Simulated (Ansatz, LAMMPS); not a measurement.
# Aqueous Sr2+ and triflate, 2.9 mol of salt per kg of water at 280 K (74 atoms): support functions against a reference, part 2 of 2

Aim: test how closely localised support functions follow the reference on aqueous Sr2+ and triflate, 2.9 mol of salt per kg of water at 280 K (74 atoms), and at what cost. A setting counts as converged where the r.m.s. difference of forces stays under 1 % of the r.m.s. force.

Ansatz 0.2.0; Kohn-Sham DFT, PBE+D4, PAW (set soft_2), plane waves.

The cell: 25 O, 2 S, 2 C, 6 F, 38 H and 1 Sr. The network of contacts between molecules at the start is that of the classical potential that made the cell. The density was typed from a rule of thumb and may lie off the real one at this temperature. Sampling is at Γ alone, for a cell whose shortest periodic width is 9 Å.

So far. Step 13 (Support functions medium, radius 5.18 Å): Forces differ from the reference by 1.8 meV/Å r.m.s., 0.24 % of their size, well within a tolerance of 1 %; the energy by -0.89 meV/atom. It took 23 times the reference's time (shared host, so rough).

## (16) The first run in detail

The first run, on the default basis, asked for the full analyses, so its electronic structure is set out here.

Neighbours are counted within 1.21 Å (H-O), 1.88 Å (O-S), 3.18 Å (O-Sr), 1.62 Å (F-C), 2.21 Å (C-S).

Length of the force by element and coordination:

| element | coordination | atoms | mean length of the force (eV/Å) | spread | least | most |
| --- | --- | --- | --- | --- | --- | --- |
| C | all | 2 | 3.19 | 0.730 | 2.46 | 3.92 |
| F | all | 6 | 1.95 | 0.699 | 0.697 | 2.63 |
| H | all | 38 | 1.06 | 0.327 | 0.317 | 1.60 |
| O | all | 25 | 0.839 | 0.401 | 0.131 | 1.68 |
| O | 1 | 5 | 1.34 | 0.336 | 0.929 | 1.68 |
| O | 2 | 13 | 0.718 | 0.334 | 0.131 | 1.43 |
| O | 3 | 7 | 0.705 | 0.253 | 0.408 | 1.11 |
| S | all | 2 | 1.57 | 0.358 | 1.21 | 1.93 |
| Sr | all | 1 | 1.05 | 0 | 1.05 | 1.05 |

Löwdin charges by element and coordination (they lack the spilled electrons, 0.044 e an atom on average):

| element | coordination | atoms | mean charge (e) | spread | least | most |
| --- | --- | --- | --- | --- | --- | --- |
| C | all | 2 | 0.655 | 0.0108 | 0.644 | 0.666 |
| F | all | 6 | -0.208 | 0.0129 | -0.226 | -0.192 |
| H | all | 38 | 0.386 | 0.0105 | 0.364 | 0.416 |
| O | all | 25 | -0.715 | 0.0342 | -0.782 | -0.649 |
| O | 1 | 5 | -0.712 | 0.0112 | -0.730 | -0.699 |
| O | 2 | 13 | -0.697 | 0.0284 | -0.763 | -0.649 |
| O | 3 | 7 | -0.750 | 0.0274 | -0.782 | -0.692 |
| S | all | 2 | 2.30 | 0.015 | 2.28 | 2.31 |
| Sr | all | 1 | 1.75 | 0 | 1.75 | 1.75 |

States in the cell by windows of 1 eV, zero at the Fermi level; the larger projections on atomic orbitals stand beside the total:

| from (eV) | to (eV) | total | O p | F p | H s | O s |
| --- | --- | --- | --- | --- | --- | --- |
| -18 | -17 | 8.1 | 0.2 | 0.0 | 1.8 | 6.0 |
| -17 | -15 | 0.0 | 0.0 | 0.0 | 0.0 | 0.0 |
| -15 | -14 | 5.5 | 0.1 | 0.0 | 0.0 | 0.0 |
| -14 | -13 | 2.5 | 0.1 | 0.4 | 0.0 | 0.2 |
| -13 | -12 | 2.0 | 0.1 | 0.5 | 0.0 | 0.2 |
| -12 | -11 | 0.0 | 0.0 | 0.0 | 0.0 | 0.0 |
| -11 | -10 | 4.0 | 0.6 | 1.4 | 0.1 | 0.6 |
| -10 | -9 | 2.2 | 0.5 | 0.7 | 0.1 | 0.1 |
| -9 | -8 | 13.2 | 3.2 | 5.5 | 0.8 | 0.6 |
| -8 | -7 | 12.9 | 8.5 | 0.2 | 3.3 | 0.4 |
| -7 | -6 | 22.6 | 15.2 | 0.4 | 5.5 | 0.6 |
| -6 | -5 | 19.1 | 6.4 | 9.6 | 1.4 | 0.5 |
| -5 | -4 | 13.3 | 4.3 | 8.1 | 0.3 | 0.3 |
| -4 | -3 | 27.2 | 19.3 | 4.2 | 1.3 | 1.5 |
| -3 | -2 | 26.9 | 22.8 | 0.8 | 0.7 | 1.4 |
| -2 | -1 | 19.8 | 19.1 | 0.1 | 0.1 | 0.2 |
| -1 | 0 | 23.6 | 23.2 | 0.0 | 0.1 | 0.1 |
| 0 | 1 | 1.1 | 1.1 | 0.0 | 0.0 | 0.0 |
| 1 | 4 | 0.0 | 0.0 | 0.0 | 0.0 | 0.0 |
| 4 | 5 | 7.0 | 0.8 | 0.6 | 1.2 | 0.6 |

The curve was stored every 0.10 eV, coarse against its broadening of 0.08 eV, so these counts are rough.

With fixed occupations the program's Fermi level is the highest filled level; weight inside the gap is the broadening of levels at its edges.

Between -26 and -18 eV lie 50 more states.

Not all projections were asked for or kept, so they needn't add up to the total.

The levels nearest the highest filled one (over half full), pooled over k-points and spins:

| level less the highest filled one (eV) | occupation |
| --- | --- |
| -0.438 | 2 |
| -0.377 | 2 |
| -0.311 | 2 |
| -0.222 | 2 |
| -0.180 | 2 |
| 0 | 2 |
| 4.52 | 0 |
| 4.64 | 0 |
| 4.84 | 0 |
| 4.99 | 0 |
| 5.53 | 0 |
| 5.69 | 0 |

Electrostatic potential energy in the ab plane at fractional z = 0.784, with atoms of O and C and F and H within 0.2 Å of it. With pseudopotentials it is smooth inside the atoms' cores, unlike the true potential.

Ten even steps from '_' (-43 eV) to '@' (6 eV), each cell a mean:
```
****%%##%%@@@@@@@@@@@@@@@@@@@@%%@@@@@@@@%%--____==%%
@@@@@@@@@@@@@@@@@@@@@@@@@@@@@@@@@@@@@@@@%%++..::**@@
@@@@@@@@@@@@@@@@@@@@@@@@@@@@@@@@@@@@@@@@@@%%##%%@@@@
@@@@@@@@@@@@@@@@@@@@@@@@@@@@@@@@@@@@@@@@@@@@@@@@@@@@
@@@@@@@@@@@@@@@@@@@@@@@@@@@@@@@@@@@@@@@@@@@@@@@@@@@@
@@@@@@@@%%@@@@@@@@@@@@@@@@@@@@@@@@@@%%##%%@@@@@@@@@@
@@@@@@**::--##%%@@@@@@@@@@@@@@@@@@##::..==@@@@@@@@@@
@@@@%%--____==****##%%@@@@@@@@@@@@++____..%%@@@@@@@@
@@@@@@==..__::....==##@@@@@@@@@@@@##::..==@@@@@@@@@@
@@@@@@%%##**::____..##@@@@@@@@@@@@@@%%##@@@@@@@@@@@@
@@@@@@@@@@%%==..__--##@@@@@@@@@@@@@@@@@@@@@@@@@@@@@@
@@@@@@@@@@%%##****##%%@@@@@@@@@@@@@@@@@@@@@@@@@@@@@@
@@@@@@@@%%**====**%%%%@@@@@@@@@@@@@@@@@@@@@@@@@@@@@@
@@@@@@%%##--____::**%%@@@@@@@@@@@@@@@@@@@@##++##%%%%
@@@@@@**==..____..++++##@@@@@@@@@@@@@@@@@@==::==%%%%
@@@@%%++----....::____::%%@@@@@@@@@@@@@@@@**++**%%@@
@@@@@@%%####****++____..##@@@@@@@@@@@@@@@@@@@@@@@@@@
@@@@@@@@@@%%%%%%%%==::==%%@@@@@@@@@@@@@@@@@@@@@@@@@@
@@@@%%%%%%@@@@@@@@@@%%%%%%@@@@@@@@@@@@@@@@@@@@@@@@@@
@@@@**::**@@@@@@@@@@@@%%%%@@@@@@@@@@@@@@@@@@@@@@@@@@
@@@@++..++@@@@@@@@@@@@%%%%@@@@@@@@@@@@@@@@@@@@@@@@@@
@@%%==..--%%@@@@@@@@@@@@@@%%%%%%@@@@@@@@@@@@@@@@@@@@
##**..____**@@@@@@@@@@@@@@%%++--%%@@@@@@@@@@%%%%@@%%
--..--..--%%@@@@@@@@@@@@@@%%**==%%@@@@@@@@**::::**%%
```
Columns run along a (9.3 Å; values clipped at the 3rd and 97th percentile), rows up along b (9.3 Å). Atoms in or near the plane, at fractional coordinates: O at (0.39, 0.31), C at (0.30, 0.59), F at (0.17, 0.67), O at (0.87, 0.97), F at (0.73, 0.67), O at (0.13, 0.05), H at (0.03, 0.01), H at (0.12, 0.16).

Valence density in the ab plane at fractional z = 0.784, with atoms of O and C and F and H within 0.2 Å of it. It is the smooth field of the valence electrons, not physical close to the nuclei.

Ten steps, logarithmic in the rise over the least value, from '0' (0 e/Å³) to '9' (11 e/Å³), each cell a mean:
```
33444210000011122111378863
11111100000000001111367752
00000000000000000001234431
00000000000000000000111110
00000000000000000011100000
00123321000000001244310000
00257742111000002578631000
01379964332100002699731000
00368865543200002588631000
00135555553100001244310000
00012345542100000011100000
00001245431000000000011100
00112345431000000000133211
11234554432210000001356532
12356654555421000001367642
12456655678741000001356532
01345444588752000000133321
00122222467631000000011100
00121101234321000000000000
01343100011221100000000000
12465210001232210000000000
13676410001233321000011111
35788520001234442100134422
45677420000123332211357753
```
Columns run along a (9.3 Å), rows up along b (9.3 Å). Atoms in or near the plane, at fractional coordinates: O at (0.39, 0.31), C at (0.30, 0.59), F at (0.17, 0.67), O at (0.87, 0.97), F at (0.73, 0.67), O at (0.13, 0.05), H at (0.03, 0.01), H at (0.12, 0.16).

Mean Löwdin charges: C +0.65, F -0.21, H +0.39, O -0.71, S +2.30, Sr +1.75 e (they miss 1.2 % of the electrons, so they add up to more than the cell's charge).

## (17) Distances and neighbours

These statistics describe the geometry on which the runs were made.

Density 1.52 g/cm³, 10.71 Å³ an atom.

Pair distribution functions g(r), in bins of 0.2 Å:

| r (Å) | total | H-H | H-O | H-F | H-C | H-S | H-Sr |
| --- | --- | --- | --- | --- | --- | --- | --- |
| 0.90 | 2.91 | 0.00 | 8.40 | 0.00 | 0.00 | 0.00 | 0.00 |
| 1.10 | 1.53 | 0.00 | 4.42 | 0.00 | 0.00 | 0.00 | 0.00 |
| 1.30 | 0.25 | 0.00 | 0.00 | 0.00 | 0.00 | 0.00 | 0.00 |
| 1.50 | 0.67 | 0.00 | 0.69 | 0.00 | 0.00 | 0.00 | 0.00 |
| 1.70 | 1.36 | 3.15 | 1.53 | 0.00 | 0.00 | 0.00 | 0.00 |
| 1.90 | 0.54 | 0.60 | 0.91 | 0.00 | 0.00 | 0.00 | 0.00 |
| 2.10 | 0.40 | 0.71 | 0.32 | 0.31 | 0.00 | 0.00 | 0.00 |
| 2.30 | 0.63 | 1.56 | 0.19 | 0.25 | 0.00 | 0.00 | 0.00 |
| 2.50 | 0.64 | 1.33 | 0.21 | 0.21 | 0.00 | 0.62 | 0.00 |
| 2.70 | 0.98 | 0.72 | 0.41 | 0.55 | 0.00 | 1.72 | 0.00 |
| 2.90 | 0.98 | 0.92 | 1.07 | 0.33 | 0.00 | 2.46 | 0.00 |
| 3.10 | 0.90 | 0.72 | 1.14 | 0.74 | 0.00 | 1.31 | 0.00 |
| 3.30 | 1.24 | 0.79 | 1.50 | 2.04 | 1.48 | 0.00 | 6.88 |
| 3.50 | 1.07 | 1.07 | 1.42 | 0.58 | 0.33 | 0.66 | 3.38 |
| 3.70 | 1.06 | 1.19 | 1.15 | 1.32 | 2.78 | 0.00 | 1.21 |
| 3.90 | 1.17 | 1.15 | 1.20 | 0.99 | 1.38 | 0.26 | 1.09 |
| 4.10 | 0.99 | 0.91 | 1.08 | 1.15 | 0.49 | 2.17 | 0.00 |
| 4.30 | 0.95 | 1.02 | 0.90 | 1.13 | 1.35 | 1.33 | 0.43 |
| 4.50 | 1.13 | 1.12 | 0.90 | 1.23 | 1.65 | 1.24 | 1.24 |

Bonds by pair of elements; cutoffs follow the first minimum of g(r), held within bounds set by covalent radii, and pairs that aren't listed don't count as bonded:

| pair A-B | cutoff (Å) | bonds | mean length (Å) | spread (Å) | shortest (Å) | B about A | A about B |
| --- | --- | --- | --- | --- | --- | --- | --- |
| H-O | 1.21 | 38 | 1 | 0 | 1 | 1 | 1.52 |
| O-S | 1.88 | 6 | 1.46 | 0.005 | 1.45 | 0.24 | 3 |
| O-Sr | 3.18 | 8 | 2.72 | 0.076 | 2.54 | 0.32 | 8 |
| F-C | 1.62 | 6 | 1.39 | 0.025 | 1.35 | 1 | 3 |
| C-S | 2.21 | 2 | 1.89 | 0.021 | 1.87 | 1 | 1 |

How many atoms have how many bonded neighbours:

| element | mean | 1 | 2 | 3 | 4 | 8 |
| --- | --- | --- | --- | --- | --- | --- |
| C | 4 | 0 | 0 | 0 | 2 | 0 |
| F | 1 | 6 | 0 | 0 | 0 | 0 |
| H | 1 | 38 | 0 | 0 | 0 | 0 |
| O | 2.08 | 5 | 13 | 7 | 0 | 0 |
| S | 4 | 0 | 0 | 0 | 2 | 0 |
| Sr | 8 | 0 | 0 | 0 | 0 | 1 |

Hydrogen bonds between water molecules (O–O under 3.5 Å, H–O···O angle under 30°):

| hydrogen bonds to other water | molecules |
| --- | --- |
| 0 | 0 |
| 1 | 5 |
| 2 | 7 |
| 3 | 4 |
| 4 | 2 |
| 5 | 1 |

First shells of the ions:

| ion | count | shell | mean number |
| --- | --- | --- | --- |
| Sr | 1 | water O within 3.4 A | 7 |

Counting bonds as in the table, all C atoms have 4, all F atoms have 1, all H atoms have 1 and 52 % of O atoms have 2 bonded neighbours. The 19 water molecules hold 2.32 hydrogen bonds each to other water on average, with a mean O–O distance of 2.81 Å. Ion shells in this frame: Sr 7.0 (water O within 3.4 Å).

Local excerpt of 8 atoms (numbers count through the whole input) about C13, which bears the longest force; x, y, z are measured from there.

| atom | x | y | z | distance (Å) | bonds | Löwdin charge (e) | Fx | Fy | Fz (eV/Å) |
| --- | --- | --- | --- | --- | --- | --- | --- | --- | --- |
| C13 | 0.00 | 0.00 | 0.00 | 0.00 | 4 | 0.64 | 0.06 | -3.74 | 1.20 |
| F16 | -0.42 | -0.52 | -1.22 | 1.39 | 1 | -0.19 | 0.55 | 1.39 | 1.93 |
| F15 | 1.22 | -0.62 | 0.34 | 1.41 | 1 | -0.21 | -1.65 | 1.81 | -0.95 |
| F14 | -0.86 | -0.47 | 1.02 | 1.42 | 1 | -0.22 | 0.66 | 1.63 | -1.93 |
| S10 | 0.10 | 1.87 | 0.04 | 1.87 | 4 | 2.31 | 0.41 | 1.03 | -0.49 |
| O11 | 0.91 | 2.18 | -1.12 | 2.61 | 1 | -0.71 | 0.16 | -0.89 | -0.23 |
| O12 | 0.68 | 2.25 | 1.33 | 2.70 | 1 | -0.70 | -0.28 | -0.86 | -0.23 |
| O9 | -1.23 | 2.45 | -0.16 | 2.74 | 1 | -0.70 | -0.50 | -1.03 | 1.09 |

The column of bonds counts only the pairs H-O within 1.21 Å, O-S within 1.88 Å, O-Sr within 3.18 Å, F-C within 1.62 Å, C-S within 2.21 Å; other neighbours, such as metal atoms beside each other in a compound, aren't counted, and periodic images can show an atom twice.

## (18) Outcome

```
free energy per atom                             : -344.5468 eV/atom
pressure                                         : -1.899 GPa
r.m.s. force component                           : 0.7397 eV/Å
gap (highest filled to lowest empty level) : 4.518 eV
wall time of the 11 DFT runs                     : 15 min
```

**Reading.** Against plane waves at 750 eV, the forces differ by 1.8 meV/Å (0.24 %) with support functions medium. At 74 atoms the fastest of the runs at a preset level, support functions low, takes 6.0 times the time of plane waves, in 13 SCF cycles against 9. Differences between support functions and plane waves include what basis error the plane-wave run still has. As the radius goes from 3.35 to 5.18 Å, the force difference goes from 1.8 to 1.8 meV/Å, and the time from 49 s to 2.7 min.

Between filled and empty levels lie 4.52 eV (at Γ alone); a semilocal functional tends to put such gaps too low. In a disordered cell it changes from sample to sample and from frame to frame. Counting bonds as in the table, all C atoms have 4, all F atoms have 1, all H atoms have 1 and 52 % of O atoms have 2 bonded neighbours. The 19 water molecules hold 2.32 hydrogen bonds each to other water on average, with a mean O–O distance of 2.81 Å.

What to keep in mind: The force components of 0.74 eV/Å r.m.s. reflect the temperature of the frame as well as the gap between the generating potential and DFT, above all in bond lengths inside molecules. The pressure of -1.9 GPa is that of one thermal frame, in which the classical model's bond lengths enter as well as the volume, without the kinetic term and with the strain of bonds inside molecules.

[Logs are printed without paths, hosts, clocks, repeated set-up lines and the standing remarks that a program may print on its own settings, such as how far it seeks lower states.]

[Hosts, paths, dates, database ids (printed as entryN), source tags and the programs' standing remarks are cut or masked in the printed files.]
